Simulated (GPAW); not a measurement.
Computed Se K edges (GPAW, LDA, excited-electron core hole (neutral cell), supercells with 7.0 to 7.1 Å between holes, Gaussian full width 2.33 eV up to 4 eV, rising linearly to 3.5 eV at 25 eV) of these absorbers are given in random order:
A. TiSe (Pnma): 1 Ti at 2.52 Å, 2 Ti at 2.56 Å, 2 Ti at 2.70 Å and 1 Ti at 2.78 Å (distorted trigonal prismatic, site symmetry m)
B. TiSe (P6_3/mmc): 6 Ti at 2.58 Å (trigonal prismatic, site symmetry -6m2)

Energy from each zero; mean of 1 over the first 20 eV.

| E (eV) | spectrum 1 | spectrum 2 |
| --- | --- | --- |
| -2.0 | 0.02 | 0.01 |
| -1.5 | 0.06 | 0.03 |
| -1.0 | 0.14 | 0.08 |
| -0.5 | 0.29 | 0.19 |
| 0.0 | 0.50 | 0.36 |
| 0.5 | 0.73 | 0.61 |
| 1.0 | 0.95 | 0.90 |
| 1.5 | 1.12 | 1.19 |
| 2.0 | 1.23 | 1.39 |
| 2.5 | 1.25 | 1.43 |
| 3.0 | 1.17 | 1.32 |
| 3.5 | 1.03 | 1.12 |
| 4.0 | 0.90 | 0.95 |
| 4.5 | 0.86 | 0.88 |
| 5.0 | 0.92 | 0.92 |
| 5.5 | 1.03 | 1.01 |
| 6.0 | 1.16 | 1.10 |
| 6.5 | 1.27 | 1.17 |
| 7.0 | 1.37 | 1.22 |
| 7.5 | 1.46 | 1.27 |
| 8.0 | 1.53 | 1.32 |
| 8.5 | 1.57 | 1.39 |
| 9.0 | 1.57 | 1.44 |
| 9.5 | 1.50 | 1.43 |
| 10.0 | 1.38 | 1.37 |
| 10.5 | 1.23 | 1.26 |
| 11.0 | 1.08 | 1.13 |
| 11.5 | 0.95 | 1.00 |
| 12.0 | 0.85 | 0.90 |
| 12.5 | 0.78 | 0.82 |
| 13.0 | 0.72 | 0.77 |
| 13.5 | 0.70 | 0.74 |
| 14.0 | 0.69 | 0.73 |
| 14.5 | 0.70 | 0.74 |
| 15.0 | 0.72 | 0.76 |
| 15.5 | 0.74 | 0.78 |
| 16.0 | 0.73 | 0.80 |
| 16.5 | 0.72 | 0.79 |
| 17.0 | 0.70 | 0.78 |
| 17.5 | 0.69 | 0.76 |
| 18.0 | 0.71 | 0.74 |
| 18.5 | 0.74 | 0.74 |
| 19.0 | 0.80 | 0.76 |
| 19.5 | 0.87 | 0.80 |
| 20.0 | 0.93 | 0.86 |
| 20.5 | 0.97 | 0.92 |
| 21.0 | 0.98 | 0.97 |
| 21.5 | 0.97 | 1.00 |
| 22.0 | 0.93 | 0.99 |
| 22.5 | 0.88 | 0.96 |
| 23.0 | 0.83 | 0.92 |
| 23.5 | 0.80 | 0.88 |
| 24.0 | 0.79 | 0.86 |
| 24.5 | 0.81 | 0.85 |
| 25.0 | 0.86 | 0.88 |
| 25.5 | 0.93 | 0.92 |
| 26.0 | 1.00 | 0.98 |
| 26.5 | 1.05 | 1.04 |
| 27.0 | 1.09 | 1.08 |
| 27.5 | 1.10 | 1.10 |
| 28.0 | 1.09 | 1.10 |
| 28.5 | 1.07 | 1.08 |
| 29.0 | 1.04 | 1.04 |
| 29.5 | 1.01 | 1.01 |
| 30.0 | 1.00 | 0.98 |
| 30.5 | 1.00 | 0.96 |
| 31.0 | 1.03 | 0.95 |
| 31.5 | 1.09 | 0.96 |
| 32.0 | 1.16 | 0.98 |

**Question.** Which spectrum belongs to which crystal?

Spectrum 1 is B (maxima 2.4 eV (1.26) and 8.6 eV (1.58) above its zero). Spectrum 2 is A (maxima 2.4 eV (1.44) and 9.2 eV (1.44) above its zero). After the best relative shift (up to 4 eV allowed) the shapes differ by 7 % r.m.s. (of the curve's own r.m.s. level). Between 0 and 30 eV on the axis shown, they part most near 8.0 eV, where TiSe (P6_3/mmc) is higher by 0.2. On this measure the closest forms look alike, so telling them apart would rest on single features. How much of a difference is left by the finite cells wasn't tested for these crystals.

The script folds with a Gaussian, whereas the core hole's own line is a Lorentzian, so the onset is too steep and the first peak too high. Lifetime broadening is put in by hand, and intensities beyond about 20 eV depend on it. Meshes are coarse enough for small ripples in TiSe (Pnma) and TiSe (P6_3/mmc). The structures are entries of the Crystallography Open Database, used as given.

[Hosts, paths, dates, database ids (printed as entryN), source tags and the programs' standing remarks are cut or masked in the printed files.]
